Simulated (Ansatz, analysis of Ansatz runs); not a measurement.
# Neutral SiVN centre in diamond: hyperfine coupling, PBE, part 2 of 2

Subject: neutral SiVN centre in diamond. Wanted: its hyperfine coupling, in one set-up (PBE, 64-site cell, PBE lattice, 870 eV, k: the single point 1/4 1/4 1/4 then 2x2x2 shifted 0.5 0.5 0.5, harder PAW files at their own cutoff). The model is a cell of 64 host atoms with 1 site emptied, Si put on another atom's site and N put on another atom's site. The isotropic coupling follows from the spin density at the nucleus, the nuclear g-factor and the total spin. Other potentials or another program check that the number doesn't hang on one set of files.

Ansatz 0.2.0; PBE, 64-site cell, PBE lattice, 870 eV, k: the single point 1/4 1/4 1/4 then 2x2x2 shifted 0.5 0.5 0.5, harder PAW files at their own cutoff.

So far: The structure; Relaxation, charge 0.

## (3) Contact spin densities

The relaxed structure is kept, and the final numbers are taken at the final level and k-points.

This step: plane-wave PAW DFT, PBE; single point of a defect supercell.

Contents of point/input.yaml:

```yaml
crystal:
  lattice:
    - [7.14297566, 0.0, 0.0]
    - [0.0, 7.14297566, 0.0]
    - [0.0, 0.0, 7.14297566]
  atoms:
    - { symbol: C, position: [0.001631074, 0.002311577, 0.254627362] }
    - { symbol: C, position: [0.00414894, 0.25333277, 0.004581999] }
    - { symbol: C, position: [0.252649075, 0.0048298, 0.004584769] }
    - { symbol: "N", position: [0.12157475, 0.122253668, 0.39038227] }
    - { symbol: C, position: [0.125292386, 0.389413267, 0.125032292] }
    - { symbol: C, position: [0.388731862, 0.125972753, 0.125036673] }
    - { symbol: Si, position: [0.321429785, 0.322114094, 0.312099381] }
    - { symbol: C, position: [-0.000243008, 0.000441039, 0.753201205] }
    - { symbol: C, position: [-0.0044824, 0.246933721, 0.505391718] }
    - { symbol: C, position: [0.24625193, -0.003810629, 0.505395404] }
    - { symbol: C, position: [0.249380786, 0.250056387, 0.751537468] }
    - { symbol: C, position: [0.126621473, 0.127301941, 0.879072751] }
    - { symbol: C, position: [0.120183154, 0.374961975, 0.627728507] }
    - { symbol: C, position: [0.3742842, 0.120860195, 0.627727828] }
    - { symbol: C, position: [0.374666223, 0.375341926, 0.873902912] }
    - { symbol: C, position: [-0.003164921, 0.504585014, 0.249695494] }
    - { symbol: C, position: [-0.000113976, 0.752591207, 0.001057777] }
    - { symbol: C, position: [0.249150465, 0.505109731, -0.002927231] }
    - { symbol: C, position: [0.249767124, 0.750785512, 0.249767089] }
    - { symbol: C, position: [0.119442282, 0.62797342, 0.37571157] }
    - { symbol: C, position: [0.127411565, 0.879270783, 0.128165875] }
    - { symbol: C, position: [0.376804845, 0.629862683, 0.11891481] }
    - { symbol: C, position: [0.373326534, 0.874805631, 0.374382462] }
    - { symbol: C, position: [-0.003480298, 0.500033795, 0.751242502] }
    - { symbol: C, position: [-0.003488196, 0.750645234, 0.501100716] }
    - { symbol: C, position: [0.234396835, 0.499362286, 0.500725177] }
    - { symbol: C, position: [0.248816483, 0.749446082, 0.749447461] }
    - { symbol: C, position: [0.123891502, 0.627688851, 0.873371627] }
    - { symbol: C, position: [0.122861817, 0.873566932, 0.627738466] }
    - { symbol: C, position: [0.371130777, 0.620875221, 0.621042349] }
    - { symbol: C, position: [0.375073216, 0.876214157, 0.875431927] }
    - { symbol: C, position: [0.50390654, -0.00248773, 0.249695488] }
[... 23 lines left out ...]
    - { symbol: C, position: [0.497322491, 0.497998311, 0.746357518] }
    - { symbol: C, position: [0.496678449, 0.746513752, 0.497869556] }
    - { symbol: C, position: [0.745829775, 0.497357223, 0.497867828] }
    - { symbol: C, position: [0.748429373, 0.749109833, 0.749354582] }
    - { symbol: C, position: [0.624003308, 0.624683526, 0.872205319] }
    - { symbol: C, position: [0.623197576, 0.872447298, 0.624305124] }
    - { symbol: C, position: [0.871764993, 0.623873847, 0.62430764] }
    - { symbol: C, position: [0.874999469, 0.875680138, 0.875805737] }
basis:
  xc_grid: 2
hamiltonian:
  xc: pbe
  pseudopotentials: { kind: paw, source: ansatz }
kpoints:
  mp_grid: { grid: [2, 2, 2], shift: [0.5, 0.5, 0.5] }
magnetization:
  spin_polarized: true
  initial_magnetization: 1
  spin_locking: { lock_magnetization: hard }
scf:
  occupations: { method: fermi_dirac, width: 0.01 }
  max_iter: 120
output:
  forces: true
  efg: {}
  eigenvalues: true
checkpoint:
  read: "../relax.run"
```

Command:

```bash
$ ansatz run input.yaml --threads 2 --pin off --max-ram 3768MiB --backend cpu --events-out ev --progress --plain --runs-dir out
```

Numbers of over 12 decimals in the logs are rounded to 6 here.

The log of the run:

```text
[...]
Warning: the atoms were moved onto the symmetric positions of the space group found under crystal.symmetry.tolerance 1.0e-5 (fractional; [...]
Warning: checkpoint.read: the run can stay near the saved state's solution: 51 site(s) moved relative to the saved geometry (max |Δs| = 5.811e-6 fractional); [...]
[...]
Crystal: 63 atoms, lattice volume = 364.450 Å³
Basis set: ecut = 870 eV, 21247 PW (Γ), exchange–correlation on 144×144×144 points (8 copies of the dense FFT grid, shifted against one another)
Bands: 190, of which v1, the nominal top of the filled ones, is band 127 counted from 1 (126 counted from 0)
Symmetry: 2 space group operations
[...]
k-points: 3 of 8 (time reversal used)
[...]
Starting moments: Σ|m| = 1 μB on 63 of 63 sites; this step starts from the density that it was given
[...]
atom   6  C  V_zz =    -1.426872   η = 0.3145   by run symmetry: allowed
[...]
atom   7  Si V_zz =    +2.583123   η = 0.3649   by run symmetry: allowed
[...]
atom   9  C  V_zz =    +2.774220   η = 0.1355   by run symmetry: allowed
[...]
atom  10  C  V_zz =    +2.774220   η = 0.1355   by run symmetry: allowed
[...]
atom  14  C  V_zz =    -0.568335   η = 0.4985   by run symmetry: allowed
[...]
atom  26  C  V_zz =    -1.751833   η = 0.2113   by run symmetry: allowed
[...]
atom  41  C  V_zz =    -1.751833   η = 0.2113   by run symmetry: allowed
[...]
--- Band table (eV; the first three rows and the last of 6) ---
[...]
[... further k-points left out ...]
[key lines of the parts left out:]
SCF converged after 8 iterations
Magnetization: 1.0000 μB (127.0000 up, 126.0000 down)
Free energy (F): -16313.893166 eV
Fermi energy:    13.760888 (↑ 15.679044, ↓ 13.521568) eV
```

The job ended after 2 min (2 threads of Intel Xeon Platinum 8259CL at 2.50GHz (Skylake/Cascade Lake), shared host; peak memory 2.6 GiB; 3.8 min of CPU time).

Numbers from this step:

```
free energy                           : -16313.8932 eV
total moment                          : 1 μB
integral of the absolute spin density : 1.064 μB
spin contamination                    : 0.001549
```

The largest moments in the atoms' spheres: C6 0.08, C5 0.08, C26 0.07, C41 0.07, C48 0.01, Si7 0.01 μB.

Isotropic hyperfine couplings from the contact spin densities (Fermi contact term with core polarisation, no dipolar part), the largest:

| atom | isotope | distance from the centre (Å) | contact spin density (e/Å³) | A (MHz) |
| --- | --- | --- | --- | --- |
| C5 | 13C | 2.09 | 0.354 | 58.9 |
| C6 | 13C | 2.09 | 0.354 | 58.9 |
| Si7 | 29Si | 1.07 | -0.429 | 56.5 |
| C26 | 13C | 2.30 | 0.295 | 49.2 |
| C41 | 13C | 2.30 | 0.295 | 49.2 |
| C53 | 13C | 4.13 | 0.0397 | 6.6 |
| C54 | 13C | 4.13 | 0.0397 | 6.6 |
| C28 | 13C | 4.50 | 0.0347 | 5.8 |
| C44 | 13C | 4.50 | 0.0347 | 5.8 |
| C31 | 13C | 4.29 | 0.0347 | 5.8 |

## (4) What came out

| Property | Result |
| --- | --- |
| isotropic 14N coupling | -0.4 MHz |
| integral of the absolute spin density | 1.06 μB |
| time of the whole chain | 6 min on 2 threads |

**Reading.** Isotropic 14N coupling: computed -0.4 MHz, measured -3.556 MHz; 3.2 MHz (90 %) smaller in size than the measurement. Only the isotropic (Fermi contact) part is computed, with core polarisation; no vibrational averaging. Limits: the periodic copies of the defect are only 7.1 Å apart.

[Logs are printed without paths, hosts, clocks, repeated set-up lines and the standing remarks that a program may print on its own settings, such as how far it seeks lower states.]

[Hosts, paths, dates, database ids (printed as entryN), source tags and the programs' standing remarks are cut or masked in the printed files.]

[For some hosts the program warned that the k-mesh of the response run may be too coarse for force constants and the static dielectric constant; such warnings are not shown here.]
